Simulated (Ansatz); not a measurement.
# Ir (Fm-3m): Migdal–Eliashberg transition temperature

Wanted: λ, ω_log and Tc of Ir (Fm-3m). The cell shown first is a relaxed one, from steps not shown here.

Program: Ansatz 0.2.0. Level of theory: DFT PBE, scalar-relativistic, plane waves, PAW; PAW set soft_1. Results are calculated unless marked as measured.

Experimental background.

“List of superconductors” (2026, Wikipedia's table of superconducting elements, as read in December) quotes from earlier work for Ir (bulk crystal): superconducting transition temperature (bulk, normal pressure) 0.14 K.

## (1) The cell after earlier relaxation steps

Symmetry: Fm-3m, No. 225, cubic system. Conventional cell: a = 3.871 Å, b = 3.871 Å, c = 3.871 Å, α = 90.00°, β = 90.00°, γ = 90.00°. Ir has 12 Ir at 2.74 Å nearest.

## (2) Resistivity: q 6×6×6, k 18×18×18, scattering 24×24×24

The run that gives the couplings also evaluates McMillan's and Allen and Dynes's formulas and, where asked, the Eliashberg equations, over a range of μ*.

input.yaml reads:

```yaml
crystal:
  lattice:
    - [0.0, 1.9355672213, 1.9355672213]
    - [1.9355672213, 0.0, 1.9355672213]
    - [1.9355672213, 1.9355672213, 0.0]
  atoms:
    - { symbol: Ir, position: [0.0, 0.0, 0.0] }
kpoints:
  mp_grid: { grid: [18, 18, 18] }
hamiltonian:
  xc: pbe
  pseudopotentials: { kind: paw, azcp: { folder: soft_1 } }
scf:
  occupations: { method: methfessel_paxton, width: 0.2 }
output:
  eigenvalues: true
phonons:
  method: dfpt
  qmesh: [6, 6, 6]
  temperatures: { t_max: 1000, t_step: 50 }
  qpath:
    path:
      - [[0.0, 0.0, 0.0], [0.5, 0.0, 0.5], [0.625, 0.25, 0.625]]
      - [[0.375, 0.375, 0.75], [0.0, 0.0, 0.0], [0.5, 0.5, 0.5], [0.5, 0.25, 0.75], [0.5, 0.0, 0.5]]
    npoints: 6
  electrical_resistivity:
    mesh: [24, 24, 24]
    temperatures: [20.0, 50.0, 80.0, 100.0, 150.0, 200.0, 273.0, 300.0, 400.0, 500.0, 600.0, 800.0]
  superconductivity: { mesh: [24, 24, 24] }
```

Run with:

```sh
> ansatz run input.yaml --threads 16 --pin off --max-ram 92160MiB --backend cuda --events-out ev --progress --plain --runs-dir out --max-vram 78GiB
```

Numbers of over 12 decimals in the logs are rounded to 6 here.

What it wrote:

```text
Engine: ansatz 0.2.0, aarch64-unknown-linux-gnu
Pseudopotentials: kind: paw
Pseudopotential: Ir, paw, valence charge 17, recommended cutoff 420 eV (normal), soft_1/Ir.paw.azcp
Functional definition: PBE
  parameter kappa = 0.804
  parameter beta = 0.066725
  exchange = pbe_x(kappa = kappa, mu = beta*pi^2/3)
  correlation = pbe_c(beta = beta)
[...]
Crystal: 1 atoms, lattice volume = 14.503 Å³
Basis set: ecut = 420 eV, 283 PW (Γ), exchange–correlation on 40×40×40 points (8 copies of the dense FFT grid, shifted against one another)
Bands: 13, of which v1, the nominal top of the filled ones, is band 9 counted from 1 (8 counted from 0)
Symmetry: 48 space group operations
k-points: 195 of 5832
Non-local potential: Ir, projectors of the file, l = 0: 3, l = 1: 2, l = 2: 2, l = 3: 1
PAW form: soft (Blöchl's): semilocal exchange-correlation on the pseudo side does not see the compensation charge
PAW one-centre angular grid: Ir, 590 points (default); XC on 64 Gauss nodes
Initial density: superposition of atomic densities (chi_scale 0.1, normalization cell)
Initial wavefunctions: pseudopotential atomic-orbital guess
[...]
Functional: x = pbe(κ = 0.804, μ = 0.219515), c = pbe(β = 0.066725)
SCF iter   1: F=—  HF=-11936.912214 eV  |F-HF|=—  |Δ(HF+E_count)|=         —  Δρ=4.84e-2  dr2=2.49e-1  ethr=3.10e-3  ⟨swp⟩=5.0  Hψ=12478  notcnv=0
preconditioner: auto → none  [metal: Δε(μ)=0.009 eV  Ē_g=13.874 eV  σ=0.200 eV  W_gap=0.04  n_scr=0 (ndim 8)  ℏωp=29.3 eV  f_vac=0.000  D(μ)=1.08/eV (n_scr^D=14)]
SCF iter   2: F=—  HF=-11936.836468 eV  |F-HF|=—  |Δ(HF+E_count)|=   7.57e-2  S|Δr|=    0.00e0  Δρ=1.62e-2  dr2=8.26e-3  ethr=1.46e-3  ⟨swp⟩=2.7  Hψ=5665  notcnv=0
[...]
SCF iter   7: F=-11936.834976 eV  HF=-11936.834976 eV  |F-HF|=5.46e-12  |Δ(HF+E_count)|=  1.76e-10  S|Δr|=    0.00e0  Δρ=2.78e-7  dr2=4.55e-12  ethr=1.00e-12  ⟨swp⟩=5.1  Hψ=10267  notcnv=0
SCF 1 converged in 7 iterations: F = -11936.834976 eV  dr2 = 4.55e-12
  greatest PAW one-centre occupation: 1.000 electrons in one spin orbital (limit 2), on the Ir atom at site 0 (counted from 0), in its partial waves of l = 0
[...]
NSCF: frozen V_eff on 195 k-points, pencils in batches of 32, up to order 52
[...]
NSCF: frozen V_eff on 195 k-points
[...]
DFPT response loops at q = (0, 0, 0) (fractional): preconditioner auto → Kerker (q_TF=auto, 2.801 Å⁻¹) (partly filled bands, converged f_vac=0.000); β = 1.00, the filter's whole step (`scf.mixing.beta` (0.50) is not read by the response loops under this deck's `scf.mixing.preconditioner`; to damp them name `kerker` or `kerker_dos`, under which they read `scf.mixing.beta`, and type it under 1.00, their step now; both keys bind the ground state too); Anderson in place of MSR1; while a model of the screening serves, it and β = 1 on shorter waves in the place of filter and β
[...]
NSCF: frozen V_eff on 195 k-points
[...]
DFPT response loops at q = (0, 0, 0.166667) (fractional): mixed as the last ones told, above
[...]
DFPT response loops at q = (0, 0, 0.333333) (fractional): mixed as the last ones told, above
[...]
DFPT response loops at q = (0, 0, -0.5) (fractional): mixed as the last ones told, above
[...]
DFPT response loops at q = (0, 0.166667, 0.166667) (fractional): mixed as the last ones told, above
[...]
DFPT response loops at q = (0, 0.166667, 0.333333) (fractional): mixed as the last ones told, above
[...]
DFPT response loops at q = (0, 0.166667, -0.5) (fractional): mixed as the last ones told, above
[...]
DFPT response loops at q = (0, 0.166667, -0.333333) (fractional): mixed as the last ones told, above
[...]
DFPT response loops at q = (0, 0.166667, -0.166667) (fractional): mixed as the last ones told, above
[...]
DFPT response loops at q = (0, 0.333333, 0.333333) (fractional): mixed as the last ones told, above
[...]
DFPT response loops at q = (0, 0.333333, -0.5) (fractional): mixed as the last ones told, above
[...]
DFPT response loops at q = (0, 0.333333, -0.333333) (fractional): mixed as the last ones told, above
[...]
DFPT response loops at q = (0, -0.5, -0.5) (fractional): mixed as the last ones told, above
[...]
SCF 2 converged in 7 iterations: F = -11936.834976 eV  dr2 = 4.55e-12
[...]
SCF converged after 7 iterations
[...]
Hall coefficient in a weak field at 50 K (a third of the trace): 2.893e-11 m³/C (as a tensor it moves by 0.7 % between the two finest meshes); by each state's relaxation time: 2.319e-11 m³/C; by a constant relaxation time: 4.015e-11 m³/C
  mean free path at 80 K (of a tensor a third of its trace): 63.2 nm by what each carries, 53.2 by the Fermi surface alone
  Hall coefficient in a weak field at 80 K (a third of the trace): 4.091e-11 m³/C (as a tensor it moves by 3.5 % between the two finest meshes); by each state's relaxation time: 2.221e-11 m³/C; by a constant relaxation time: 4.026e-11 m³/C
  mean free path at 100 K (of a tensor a third of its trace): 38.4 nm by what each carries, 33.5 by the Fermi surface alone
  Hall coefficient in a weak field at 100 K (a third of the trace): 4.343e-11 m³/C (as a tensor it moves by 4.5 % between the two finest meshes); by each state's relaxation time: 2.172e-11 m³/C; by a constant relaxation time: 4.032e-11 m³/C
  mean free path at 150 K (of a tensor a third of its trace): 19.5 nm by what each carries, 17.7 by the Fermi surface alone
  Hall coefficient in a weak field at 150 K (a third of the trace): 4.423e-11 m³/C (as a tensor it moves by 5.4 % between the two finest meshes); by each state's relaxation time: 2.124e-11 m³/C; by a constant relaxation time: 4.040e-11 m³/C
  mean free path at 200 K (of a tensor a third of its trace): 13.4 nm by what each carries, 12.3 by the Fermi surface alone
  Hall coefficient in a weak field at 200 K (a third of the trace): 4.401e-11 m³/C (as a tensor it moves by 5.7 % between the two finest meshes); by each state's relaxation time: 2.112e-11 m³/C; by a constant relaxation time: 4.040e-11 m³/C
  mean free path at 273 K (of a tensor a third of its trace): 9.34 nm by what each carries, 8.60 by the Fermi surface alone
  Hall coefficient in a weak field at 273 K (a third of the trace): 4.378e-11 m³/C (as a tensor it moves by 5.9 % between the two finest meshes); by each state's relaxation time: 2.107e-11 m³/C; by a constant relaxation time: 4.039e-11 m³/C
  mean free path at 300 K (of a tensor a third of its trace): 8.42 nm by what each carries, 7.75 by the Fermi surface alone
  Hall coefficient in a weak field at 300 K (a third of the trace): 4.373e-11 m³/C (as a tensor it moves by 5.9 % between the two finest meshes); by each state's relaxation time: 2.106e-11 m³/C; by a constant relaxation time: 4.039e-11 m³/C
  mean free path at 400 K (of a tensor a third of its trace): 6.18 nm by what each carries, 5.70 by the Fermi surface alone
  Hall coefficient in a weak field at 400 K (a third of the trace): 4.361e-11 m³/C (as a tensor it moves by 5.9 % between the two finest meshes); by each state's relaxation time: 2.107e-11 m³/C; by a constant relaxation time: 4.040e-11 m³/C
  mean free path at 500 K (of a tensor a third of its trace): 4.89 nm by what each carries, 4.52 by the Fermi surface alone
  Hall coefficient in a weak field at 500 K (a third of the trace): 4.356e-11 m³/C (as a tensor it moves by 5.8 % between the two finest meshes); by each state's relaxation time: 2.112e-11 m³/C; by a constant relaxation time: 4.045e-11 m³/C
  mean free path at 600 K (of a tensor a third of its trace): 4.05 nm by what each carries, 3.74 by the Fermi surface alone
  Hall coefficient in a weak field at 600 K (a third of the trace): 4.354e-11 m³/C (as a tensor it moves by 5.7 % between the two finest meshes); by each state's relaxation time: 2.118e-11 m³/C; by a constant relaxation time: 4.052e-11 m³/C
  mean free path at 800 K (of a tensor a third of its trace): 3.01 nm by what each carries, 2.78 by the Fermi surface alone
  Hall coefficient in a weak field at 800 K (a third of the trace): 4.357e-11 m³/C (as a tensor it moves by 5.6 % between the two finest meshes); by each state's relaxation time: 2.136e-11 m³/C; by a constant relaxation time: 4.073e-11 m³/C
  the resistivity times a path that all electrons share, by the Fermi surface of the deck's mesh alone (a third of the trace): 3.827e-16 Ω·m²
  not converged in the mesh (λ; λ_tr; the resistivity at 20 K by 17.61 %; the resistivity at 50 K by 14.25 %; the resistivity at 80 K by 14.20 %; the resistivity at 100 K by 14.27 %; the resistivity at 150 K by 14.31 %; the resistivity at 200 K by 14.25 %; the resistivity at 273 K by 14.12 %; the resistivity at 300 K by 14.08 %; the resistivity at 400 K by 13.91 %; the resistivity at 500 K by 13.76 %; the resistivity [...]
  vibrations of 216 cells: unjudged by the run; compare a larger repeat
  the changes of the potential over all sites missed a rigid shift's by 0.00 % (the site terms' by 0.00 %)
  at the force constants' own smearing the fine mesh and the k-points of their solves give squared frequencies that differ by 5.3 % of the larger at the most, at (0, 0.3333, -0.3333)
--- Superconductivity: potentials and phonons of a 6×6×6 supercell ---
           mesh         λ    ħω_log (meV)  μ* declared at (meV)
       24×24×24    0.4092          17.326               17.840
       12×12×12    0.3934          17.316               17.830
          6×6×6    0.4709          17.411               17.959
  λ by the species' shares of the modes' patterns: Ir 0.4092
  with the Fermi level up to 23.6 meV (the hardest mode) off, states and modes as they are: density of states 0.4587 to 0.4692 /eV of one spin and cell, λ 0.4076 to 0.4108
  transition temperature on the deck's mesh (K), isotropic and anisotropic, restricted to the Fermi surface (FSR) and over the full bandwidth (FBW), and the last with the density of states resolved in a narrower window:
        μ*   McMillan   Allen–Dynes      iso. FSR      iso. FBW    aniso. FSR    aniso. FBW  narrow window
      0.08      1.458         1.481         1.417         1.416         1.512         1.512          1.512
      0.10      0.959         0.973         0.909         0.908         0.990         0.990          0.990
      0.12      0.582         0.589         0.537         0.537         0.603         0.603          0.603
      0.13      0.436         0.441         0.398         0.398         0.455         0.455          0.455
      0.14      0.317         0.321         0.286         0.286         0.335         0.335          0.335
      0.16      0.149         0.151         0.133         0.133         0.166         0.166          0.166
      0.20      0.016         0.016    none_found    none_found    none_found    none_found     none_found
  none_found: no transition down to 0.1 K
  isotope coefficients −∂ln Tc/∂ln M under μ* = 0.13, the force constants as they are, of the isotropic transitions restricted to the Fermi surface and over the full bandwidth: Ir 0.235 and 0.234
  gaps at the Fermi level over the full bandwidth under μ* = 0.1, 0.247 K: 0.063 to 0.253 meV
  gaps at the Fermi level over the full bandwidth under μ* = 0.13, 0.114 K: 0.023 to 0.122 meV
  gaps at the Fermi level over the full bandwidth under μ* = 0.16, 0.041 K: 0.005 to 0.047 meV
  not converged in the mesh (λ, the transition temperature): between neighbouring meshes, the two finest first, λ moves by 3.88 % and 19.72 % and the anisotropic transition temperature over the full bandwidth at μ* = 0.13 by 14.52 % and 234.72 %; converged means that the two finest part by at most 2.00 % and 5.00 %
  vibrations of 216 cells: unjudged by the run; compare a larger repeat
  the changes of the potential over all sites missed a rigid shift's by 0.00 % (the site terms' by 0.00 %)
  at the force constants' own smearing the fine mesh and the k-points of their solves give squared frequencies that differ by 5.3 % of the larger at the most, at (0, 0.3333, -0.3333)
```

Elapsed: 72 s, on 1 × NVIDIA GB200 with 16 threads of Arm Neoverse V2, shared host; peak memory 4 GiB.

Numbers from this step:

* volume per atom: 14.50 Å³/atom
* metallic on mesh: yes
* gap on the k-mesh: 0 eV
* zero-point energy: 0.02605 eV/cell
* share of imaginary modes in the plain interpolation between solved wavevectors: 0
* highest frequency, solved or plainly interpolated: 191.4 cm⁻¹
* Debye temperature (second moment): 265 K
* resistivity at 300 K: 4.935 μΩ cm
* coupling constant λ: 0.4092
* density of states at the Fermi level: 0.4637 states/eV a spin and cell
* log mean phonon energy ħω_log: 17.33 meV
* transport coupling constant λ_tr: 0.4593, 0.4593, 0.4593 (xx, yy, zz)
* Drude plasma energy: 10.27, 10.27, 10.27 eV (xx, yy, zz)
* resistivity times mean free path: 3.827, 3.827, 3.827 × 10⁻¹⁶ Ω m² (xx, yy, zz)
* second-moment phonon energy ħω₂: 17.84 meV
* coupling λ by branch: 0.152, 0.136, 0.121 (branches by rank of frequency)

An empty cell: under 1 mK by a formula, or no transition down to the floor of the Eliashberg search. Transition temperatures:

```csv
μ*,McMillan Tc (K),Allen–Dynes Tc (K),isotropic Fermi-surface Tc (K),isotropic full bandwidth Tc (K),anisotropic Fermi-surface Tc (K),anisotropic full bandwidth Tc (K),anisotropic narrow window Tc (K)
0.08,1.46,1.48,1.42,1.42,1.51,1.51,1.51
0.1,0.959,0.973,0.909,0.908,0.99,0.99,0.99
0.12,0.582,0.589,0.537,0.537,0.603,0.603,0.603
0.13,0.436,0.441,0.398,0.398,0.455,0.455,0.455
0.14,0.317,0.321,0.286,0.286,0.335,0.335,0.335
0.16,0.149,0.151,0.133,0.133,0.166,0.166,0.166
0.2,0.0161,0.0163,-,-,-,-,-
```

## (3) Resistivity: q 6×6×6, k 24×24×24, scattering 32×32×32

The next rung changes the k mesh of the density and its response; the scattering mesh, which samples the Fermi surface.

input.yaml: that of step 2 with these lines changed.

```diff
@@ -8,3 +8,3 @@
 kpoints:
-  mp_grid: { grid: [18, 18, 18] }
+  mp_grid: { grid: [24, 24, 24] }
 hamiltonian:
@@ -26,4 +26,4 @@
   electrical_resistivity:
-    mesh: [24, 24, 24]
+    mesh: [32, 32, 32]
     temperatures: [20.0, 50.0, 80.0, 100.0, 150.0, 200.0, 273.0, 300.0, 400.0, 500.0, 600.0, 800.0]
-  superconductivity: { mesh: [24, 24, 24] }
+  superconductivity: { mesh: [32, 32, 32] }
```

What it wrote:

```text
[...]
Crystal: 1 atoms, lattice volume = 14.503 Å³
Basis set: ecut = 420 eV, 283 PW (Γ), exchange–correlation on 40×40×40 points (8 copies of the dense FFT grid, shifted against one another)
Bands: 13, of which v1, the nominal top of the filled ones, is band 9 counted from 1 (8 counted from 0)
Symmetry: 48 space group operations
k-points: 413 of 13824
[...]
SCF iter   1: F=—  HF=-11936.910149 eV  |F-HF|=—  |Δ(HF+E_count)|=         —  Δρ=4.85e-2  dr2=2.51e-1  ethr=3.10e-3  ⟨swp⟩=5.0  Hψ=26425  notcnv=0
[...]
SCF iter   2: F=—  HF=-11936.834341 eV  |F-HF|=—  |Δ(HF+E_count)|=   7.58e-2  S|Δr|=    0.00e0  Δρ=1.63e-2  dr2=8.35e-3  ethr=1.47e-3  ⟨swp⟩=2.7  Hψ=12014  notcnv=0
[...]
SCF iter   7: F=-11936.832760 eV  HF=-11936.832760 eV  |F-HF|=3.64e-12  |Δ(HF+E_count)|=  9.46e-11  S|Δr|=    0.00e0  Δρ=2.39e-7  dr2=2.02e-12  ethr=1.00e-12  ⟨swp⟩=5.4  Hψ=21738  notcnv=0
SCF 1 converged in 7 iterations: F = -11936.832760 eV  dr2 = 2.02e-12
[...]
NSCF: frozen V_eff on 413 k-points, pencils in batches of 32, up to order 52
[...]
NSCF: frozen V_eff on 413 k-points
[...]
SCF 2 converged in 7 iterations: F = -11936.832760 eV  dr2 = 2.01e-12
[...]
SCF converged after 7 iterations
[...]
vibrations of 216 cells: unjudged by the run; compare a larger repeat
[...]
--- Superconductivity: potentials and phonons of a 6×6×6 supercell ---
           mesh         λ    ħω_log (meV)  μ* declared at (meV)
       32×32×32    0.4144          17.329               17.844
       16×16×16    0.4210          17.342               17.855
          8×8×8    0.4498          17.324               17.839
  λ by the species' shares of the modes' patterns: Ir 0.4144
[...]
0.08      1.544         1.568         1.501         1.501         1.590         1.590          1.590
      0.10      1.026         1.041         0.973         0.973         1.050         1.050          1.050
      0.12      0.631         0.640         0.584         0.584         0.646         0.646          0.646
      0.13      0.477         0.483         0.436         0.436         0.491         0.491          0.491
      0.14      0.350         0.355         0.317         0.317         0.364         0.364          0.364
      0.16      0.169         0.171         0.151         0.151         0.183         0.183          0.183
      0.20      0.020         0.020    none_found    none_found    none_found    none_found     none_found
  none_found: no transition down to 0.1 K
[...]
not converged in the mesh (the transition temperature): between neighbouring meshes, the two finest first, λ moves by 1.60 % and 6.84 % and the anisotropic transition temperature over the full bandwidth at μ* = 0.13 by 13.71 % and 57.77 %; converged means that the two finest part by at most 2.00 % and 5.00 %
  vibrations of 216 cells: unjudged by the run; compare a larger repeat
[...]
```

Elapsed: 2.4 min, on 1 × NVIDIA GB200 with 16 threads; peak memory 8.7 GiB; 28 min of CPU time.

This step gave:

```
zero-point energy                                 : 0.02600 eV/cell
highest frequency, solved or plainly interpolated : 190.9 cm⁻¹
resistivity at 300 K                              : 4.959 μΩ cm
coupling constant λ                               : 0.4144
density of states at the Fermi level              : 0.4676 states/eV a spin and cell
transport coupling constant λ_tr                  : 0.4658, 0.4658, 0.4658 (xx, yy, zz)
Drude plasma energy                               : 10.3, 10.3, 10.3 eV (xx, yy, zz)
resistivity times mean free path                  : 3.797, 3.797, 3.797 × 10⁻¹⁶ Ω m² (xx, yy, zz)
coupling λ by branch                              : 0.155, 0.137, 0.123 (branches by rank of frequency)
```

An empty cell: under 1 mK by a formula, or no transition down to the floor of the Eliashberg search. Transition temperatures:

```csv
μ*,McMillan Tc (K),Allen–Dynes Tc (K),isotropic Fermi-surface Tc (K),isotropic full bandwidth Tc (K),anisotropic Fermi-surface Tc (K),anisotropic full bandwidth Tc (K),anisotropic narrow window Tc (K)
0.08,1.54,1.57,1.5,1.5,1.59,1.59,1.59
0.1,1.03,1.04,0.973,0.973,1.05,1.05,1.05
0.12,0.631,0.64,0.584,0.584,0.646,0.646,0.646
0.13,0.477,0.483,0.436,0.436,0.491,0.491,0.491
0.14,0.35,0.355,0.317,0.317,0.364,0.364,0.364
0.16,0.169,0.171,0.151,0.151,0.183,0.183,0.183
0.2,0.0202,0.0204,-,-,-,-,-
```

Between step 2 and this run (k-mesh 24×24×24 and scattering mesh 32×32×32) the value for the coupling constant λ moves from 0.409 to 0.414.

(Part 1 of 2 ends here.)

[Logs are printed without paths, hosts, clocks, repeated set-up lines and the standing remarks that a program may print on its own settings, such as how far it seeks lower states.]

[Hosts, paths, dates, database ids (printed as entryN), source tags and the programs' standing remarks are cut or masked in the printed files.]
